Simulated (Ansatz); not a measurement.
# HfO2 (Fm-3m): following an unstable mode, part 2 of 3

Aim: this structure of HfO2 (Fm-3m) is to be tested for unstable modes, and one is followed downhill.

Ansatz 0.2.0; DFT LDA, scalar-relativistic, plane waves, PAW; PAW set soft_1.

So far, highest frequency on the path or at a solved wavevector (cm⁻¹): step 2 (the dispersion) 707. Also lowest frequency on the path (cm⁻¹): step 2 -218.

### 5. Energy along the mode, all amplitudes (two of the runs are shown above)

An imaginary frequency means negative curvature, so the energy should fall and then rise again as anharmonic terms take over.

Numbers from this step:

```yaml
depth_at_the_lowest_point_sampled: 16.02 meV/atom
largest_atomic_shift_at_that_point: 0.22 Å
```

The energy from the parent by largest atomic shift:

```csv
largest atomic shift (Å),energy from the parent (meV/atom)
0.000,0
0.040,-1.45
0.080,-5.32
0.140,-12.8
0.220,-16.0
0.320,11.1
```

Displacement at unit largest shift by atom:

```csv
atom,x (Å),y (Å),z (Å),size
Hf1,0.00,0.00,0.00,0.00
Hf2,0.00,0.00,0.00,0.00
O3,-1.00,0.00,0.00,1.00
O4,1.00,0.00,0.00,1.00
O5,-1.00,0.00,0.00,1.00
O6,1.00,0.00,0.00,1.00
```

The lowest of the steps tried is at 0.22 Å, 16.0 meV/atom below the parent; the bottom of the well need not coincide with a step.

### 6. Relaxing from the distorted cell

Starting from the lowest point found, all atoms and the cell are let go, so that strain and other modes of the same symmetry can join in.

File input.yaml:

```yaml
crystal:
  lattice:
    - [0.0, -2.5008662479, -2.5008662479]
    - [0.0, 2.5008662479, -2.5008662479]
    - [5.0017324957, 0.0, 0.0]
  atoms:
    - { symbol: Hf, position: [0.0, 0.0, 0.0] }
    - { symbol: Hf, position: [0.5, 0.5, 0.5] }
    - { symbol: O, position: [0.0, 0.5, 0.7060152407] }
    - { symbol: O, position: [0.5, 0.0, 0.2939847593] }
    - { symbol: O, position: [0.0, 0.5, 0.2060152407] }
    - { symbol: O, position: [0.5, 0.0, 0.7939847593] }
kpoints:
  mp_grid: { grid: [6, 6, 6] }
hamiltonian:
  xc: lda
  pseudopotentials: { kind: paw, azcp: { folder: soft_1 }, xc_functional: pbe }
scf:
  occupations: { method: fixed }
output:
  forces: true
  stress: true
  eigenvalues: true
relax:
  adjacent_minimum: "off"
  f_tol: 0.002
  max_steps: 120
  cell: { stress_tol: 0.03 }
```

The run is started by

```sh
$ ansatz run input.yaml --threads 4 --pin off --max-ram 10240MiB --backend cpu --events-out ev --progress --plain --runs-dir out
```

Numbers of over 12 decimals in the logs are rounded to 6 here.

Log:

```text
[...]
Crystal: 6 atoms, lattice volume = 62.565 Å³
Basis set: ecut = 420 eV, 1229 PW (Γ)
Bands: 46, of which v1, the nominal top of the filled ones, is band 38 counted from 1 (37 counted from 0)
Symmetry: 16 space group operations
[...]
k-points: 40 of 216
[...]
SCF iter   1: F=—  HF=-33188.858366 eV  |F-HF|=—  |Δ(HF+E_count)|=         —  Δρ=9.27e-2  dr2=4.23e0  ethr=3.10e-3  ⟨swp⟩=4.2  Hψ=5142  notcnv=0  defer=172
[...]
SCF iter  10: F=-33187.336337 eV  HF=-33187.336337 eV  |F-HF|=8.73e-11  |Δ(HF+E_count)|=   1.24e-8  Δρ=5.78e-7  dr2=1.03e-10  ethr=2.43e-11  ⟨swp⟩=3.0  Hψ=6916  notcnv=0
SCF 1 converged in 10 iterations: F = -33187.336337 eV  dr2 = 1.03e-10
[...]
relax step   1: F+E_penalty+E_count = -33187.33633713 eV  Δ(F+E_penalty+E_count) = +0.000e0 eV  max|allowed force component| = 9.364e-2 eV/Å  Δτ_max = 0.0000 Å  P = +4.937 GPa  Ω = 62.565 Å³  (10 SCF iters, dr2 threshold 1.00e-7 eV, accepted)
Crystal: 6 atoms, lattice volume = 63.902 Å³
Basis set: ecut = 420 eV, 1269 PW (Γ)
[...]
iter 1 solved again at ethr=1.18e-5 eV; its pass at ethr=3.10e-3 eV (dr2=8.98e-3 eV) is discarded
[...]
SCF iter   7: F=-33187.331216 eV  HF=-33187.331216 eV  |F-HF|=4.06e-8  |Δ(HF+E_count)|=   9.74e-8  Δρ=1.40e-5  dr2=8.63e-8  ethr=7.89e-10  ⟨swp⟩=11.7  Hψ=10451  notcnv=0
SCF 2 converged in 7 iterations: F = -33187.331216 eV  dr2 = 8.63e-8
relax step   2: F+E_penalty+E_count = -33187.33121633 eV  Δ(F+E_penalty+E_count) = +5.121e-3 eV  max|allowed force component| = 1.559e-1 eV/Å  Δτ_max = 0.0030 Å  P = -0.774 GPa  Ω = 63.902 Å³  energy of the carried Pulay correction = -6.249e-3 eV  (7 SCF iters, dr2 threshold 6.00e-7 eV, accepted)
Crystal: 6 atoms, lattice volume = 63.640 Å³
Basis set: ecut = 420 eV, 1253 PW (Γ)
[...]
SCF iter   6: F=-33187.364211 eV  HF=-33187.364211 eV  |F-HF|=1.77e-8  |Δ(HF+E_count)|=   7.69e-7  Δρ=1.75e-5  dr2=1.06e-7  ethr=7.89e-10  ⟨swp⟩=11.7  Hψ=10465  notcnv=0
SCF 3 converged in 6 iterations: F = -33187.364211 eV  dr2 = 1.06e-7
relax step   3: F+E_penalty+E_count = -33187.36421059 eV  Δ(F+E_penalty+E_count) = -3.299e-2 eV  max|allowed force component| = 3.603e-2 eV/Å  Δτ_max = 0.0040 Å  P = +0.252 GPa  Ω = 63.640 Å³  energy of the carried Pulay correction = -5.034e-3 eV  (6 SCF iters, dr2 threshold 6.00e-7 eV, accepted)
[...]
relax step   4: F+E_penalty+E_count = -33187.36459249 eV  Δ(F+E_penalty+E_count) = -3.819e-4 eV  max|allowed force component| = 1.572e-2 eV/Å  Δτ_max = 0.0049 Å  P = +0.433 GPa  Ω = 63.656 Å³  energy of the carried Pulay correction = -5.109e-3 eV  (4 SCF iters, dr2 threshold 4.15e-7 eV, accepted)
[...]
relax step   5: F+E_penalty+E_count = -33187.36358073 eV  Δ(F+E_penalty+E_count) = +1.012e-3 eV  max|allowed force component| = 3.424e-4 eV/Å  Δτ_max = 0.0069 Å  P = -0.432 GPa  Ω = 63.926 Å³  energy of the carried Pulay correction = -6.357e-3 eV  (5 SCF iters, dr2 threshold 6.00e-7 eV, accepted)
[...]
relax step   6: F+E_penalty+E_count = -33187.36428318 eV  Δ(F+E_penalty+E_count) = -7.025e-4 eV  max|allowed force component| = 2.767e-4 eV/Å  Δτ_max = 0.0017 Å  P = -0.007 GPa  Ω = 63.809 Å³  energy of the carried Pulay correction = -5.819e-3 eV  (4 SCF iters, dr2 threshold 5.90e-7 eV, accepted)
[...]
relax step   7: F+E_penalty+E_count = -33187.37142906 eV  Δ(F+E_penalty+E_count) = -7.146e-3 eV  max|allowed force component| = 1.036e-3 eV/Å  Δτ_max = 0.0000 Å  P = +0.158 GPa  Ω = 63.809 Å³  stress off target by 2.98e-1 GPa  SCF on the basis re-selected at this cell (its energy is not comparable with the rows above)  (8 SCF iters)
[...]
relax step   8: F+E_penalty+E_count = -33187.37124656 eV  Δ(F+E_penalty+E_count) = +1.825e-4 eV  max|allowed force component| = 2.018e-4 eV/Å  Δτ_max = 0.0011 Å  P = +0.006 GPa  Ω = 63.859 Å³  energy of the carried Pulay correction = -2.251e-4 eV  (4 SCF iters, dr2 threshold 2.21e-7 eV, accepted)
[...]
SCF iter   7: F=-33187.371487 eV  HF=-33187.371487 eV  |F-HF|=7.28e-12  |Δ(HF+E_count)|=  1.46e-11  Δρ=6.65e-8  dr2=1.99e-12  ethr=1.00e-12  ⟨swp⟩=5.3  Hψ=9852  notcnv=0
SCF 9 converged in 7 iterations: F = -33187.371487 eV  dr2 = 1.99e-12
relax step   9: F+E_penalty+E_count = -33187.37148743 eV  Δ(F+E_penalty+E_count) = -2.409e-4 eV  max|allowed force component| = 2.312e-4 eV/Å  Δτ_max = 0.0000 Å  P = +0.008 GPa  Ω = 63.859 Å³  stress off target by 9.79e-3 GPa  SCF on the basis re-selected at this cell (its energy is not comparable with the rows above)  (7 SCF iters)
[...]
SCF converged after 7 iterations
Free energy (F): -33187.371487 eV
[...]
Internal energy: -33187.371487 eV  (E = F + TS)
E sigma→0 (E₀):  -33187.371487 eV
Fermi energy:    14.134695 eV
[...]
--- Forces (eV/Å), atoms counted from 1 ---
  atom   1  Hf     0.00000000    -0.00000000    -0.00000000
  atom   2  Hf    -0.00000000     0.00000000     0.00000000
  atom   3  O      0.00023123     0.00000000     0.00000000
  atom   4  O     -0.00023123     0.00000000     0.00000000
  atom   5  O      0.00023123    -0.00000000    -0.00000000
  atom   6  O     -0.00023123    -0.00000000    -0.00000000
  max |Σ_I F_I| component: 5.20e-18 eV/Å
--- Stress (GPa, compression-positive) ---
        0.005091      -0.000000       0.000000
       -0.000000       0.009786      -0.000000
        0.000000      -0.000000       0.009786
  P = ⅓ Tr σ = 0.0082 GPa (0.082 kbar)
--- Band table (eV; the first three rows and the last of 40) ---
  k-point 0: bands = [... 34 lower, 13.5840, 13.9904, 14.0007, 14.0007, 18.6199, 18.6704, 19.8092, 20.2494, ... 4 higher]
  k-point 1: bands = [... 34 lower, 13.0511, 13.5787, 14.0204, 14.0204, 18.7578, 18.7783, 19.8271, 20.1185, ... 4 higher]
  k-point 2: bands = [... 34 lower, 13.3805, 13.3805, 14.0579, 14.0579, 19.0068, 19.1857, 19.7850, 19.8413, ... 4 higher]
  k-point 39: bands = [... 34 lower, 12.7047, 12.7047, 14.1347, 14.1347, 20.0042, 20.0042, 20.1874, 20.1874, ... 4 higher]
--- Relaxed structure (7 steps of the walk, 7 accepted, 2 SCFs on fresh bases) ---
  F+E_penalty+E_count = -33187.37148743 eV   max|allowed force component| = 2.312e-4 eV/Å   (the final SCF, on the basis selected at the relaxed cell)
  cell:  # Å, volume = 63.8594 Å³
    - [0, -2.501314, -2.501314]
    - [0, 2.501314, -2.501314]
    - [5.103383, 0, 0.0]
  atoms:
    - { symbol: Hf, position: [0, 0, 0] }
    - { symbol: Hf, position: [0.5, 0.5, 0.500000] }
    - { symbol: O, position: [0.0, 0.5, 0.703593] }
    - { symbol: O, position: [0.5, 0.0, 0.296407] }
    - { symbol: O, position: [0.0, 0.5, 0.203593] }
    - { symbol: O, position: [0.5, 0.0, 0.796407] }
```

It took 14 s on 4 threads of Arm Neoverse V2, shared host; peak memory 0.43 GiB.

Relaxation path:

```csv
step,energy less that of the first step (eV),largest force component (eV/Å),pressure (GPa),volume (Å³)
1,0.0000,0.0936,4.94,62.56
2,0.0051,0.1559,-0.77,63.90
3,-0.0279,0.0360,0.25,63.64
4,-0.0283,0.0157,0.43,63.66
5,-0.0272,0.0003,-0.43,63.93
6,-0.0279,0.0003,-0.01,63.81
7*,-0.0351,0.0010,0.16,63.81
8,-0.0349,0.0002,0.01,63.86
9*,-0.0351,0.0002,0.01,63.86
```

Relaxation steps marked * repeat the geometry before them on a plane-wave basis chosen anew for their cell, so energy and pressure can jump there.

Forces are held to the 16 operations that the run works with; a distortion that breaks them can't arise in this run.

```csv
"conventional cell, symmetrised",before,after,change
a (Å),3.537,3.537,+0.0 %
b (Å),3.537,3.537,+0.0 %
c (Å),5.002,5.103,+2.0 %
volume (Å³/atom),10.43,10.64,+2.1 %
```

The atoms that moved most (Å, as changes of fractional coordinates times the final cell):

```csv
atom,dx,dy,dz,length
O6,0.012,0.000,0.000,0.012
O5,-0.012,0.000,0.000,0.012
O4,0.012,0.000,0.000,0.012
O3,-0.012,0.000,0.000,0.012
```

Final coordinates:

```cif
data_structure
_symmetry_space_group_name_H-M 'P 1'
_symmetry_Int_Tables_number 1
_cell_length_a 3.5374
_cell_length_b 3.5374
_cell_length_c 5.1034
_cell_angle_alpha 90.000
_cell_angle_beta 90.000
_cell_angle_gamma 90.000
_cell_volume 63.86
loop_
_atom_site_label
_atom_site_type_symbol
_atom_site_fract_x
_atom_site_fract_y
_atom_site_fract_z
_atom_site_occupancy
Hf1 Hf 0.00000 0.00000 0.00000 1
Hf2 Hf 0.50000 0.50000 0.50000 1
O3 O 0.00000 0.50000 0.70359 1
O4 O 0.50000 0.00000 0.29641 1
O5 O 0.00000 0.50000 0.20359 1
O6 O 0.50000 0.00000 0.79641 1
```

Numbers from this step:

- pressure: 0.008221 GPa
- gap on the k-mesh: 4.485 eV
- volume per atom: 10.64 Å³

The distorted start has space group P4_2/nmc; the relaxation ends in P4_2/nmc.

### 7. The new phase in its own primitive cell

The relaxed structure is symmetrised, reduced to its primitive cell and relaxed tightly, as its phonons need.

input.yaml, the sections that differ from step 6:

```yaml
crystal:
  lattice:
    - [3.5373926512, 0.0, 0.0]
    - [0.0, 3.5373926512, 0.0]
    - [0.0, 0.0, 5.103383311]
  atoms:
    - { symbol: Hf, position: [0.0, 0.0, 0.0] }
    - { symbol: Hf, position: [0.5, 0.5, 0.5] }
    - { symbol: O, position: [0.0, 0.5, 0.7035929502] }
    - { symbol: O, position: [0.5, 0.0, 0.2964070498] }
    - { symbol: O, position: [0.0, 0.5, 0.2035929502] }
    - { symbol: O, position: [0.5, 0.0, 0.7964070498] }
relax:
  adjacent_minimum: "off"
  f_tol: 0.001
  max_steps: 60
  cell: { stress_tol: 0.01 }
# kpoints, hamiltonian, scf, output: as in step 6
```

Log:

```text
[...]
Crystal: 6 atoms, lattice volume = 63.859 Å³
Basis set: ecut = 420 eV, 1253 PW (Γ)
Bands: 46, of which v1, the nominal top of the filled ones, is band 38 counted from 1 (37 counted from 0)
Symmetry: 16 space group operations
[...]
k-points: 40 of 216
[...]
cell:  # Å, volume = 63.8594 Å³
    - [3.5373926512, 0.0, 0.0]
    - [0.0, 3.5373926512, 0.0]
    - [0.0, 0.0, 5.103383311]
  atoms:
    - { symbol: Hf, position: [0.0, 0.0, 0.0] }
    - { symbol: Hf, position: [0.500000, 0.500000, 0.500000] }
    - { symbol: O, position: [0.0, 0.500000, 0.703593] }
    - { symbol: O, position: [0.500000, 0.0, 0.2964070498] }
    - { symbol: O, position: [0.0, 0.500000, 0.203593] }
    - { symbol: O, position: [0.500000, 0.0, 0.796407] }
[key lines of the parts left out:]
SCF converged after 5 iterations
Free energy (F): -33187.371487 eV
Fermi energy:    14.134694 eV
P = ⅓ Tr σ = 0.0082 GPa (0.082 kbar)
```

The job ended after 3.7 s (4 threads; peak memory 0.42 GiB; 13 s of CPU time).

Little changed from the start: no atom moved by 0.005 Å and no cell edge by 0.1 %.

This step gave:

```
pressure           : 0.008213 GPa
direct gap on mesh : 4.619 eV
```

The largest force component left is 0.23 meV/Å and the pressure is 0.008 GPa, within the tolerances set. The cell now holds 10.64 Å³/atom.

(Part 2 of 3 ends here.)

[Logs are printed without paths, hosts, clocks, repeated set-up lines and the standing remarks that a program may print on its own settings, such as how far it seeks lower states.]

[Hosts, paths, dates, database ids (printed as entryN), source tags and the programs' standing remarks are cut or masked in the printed files.]
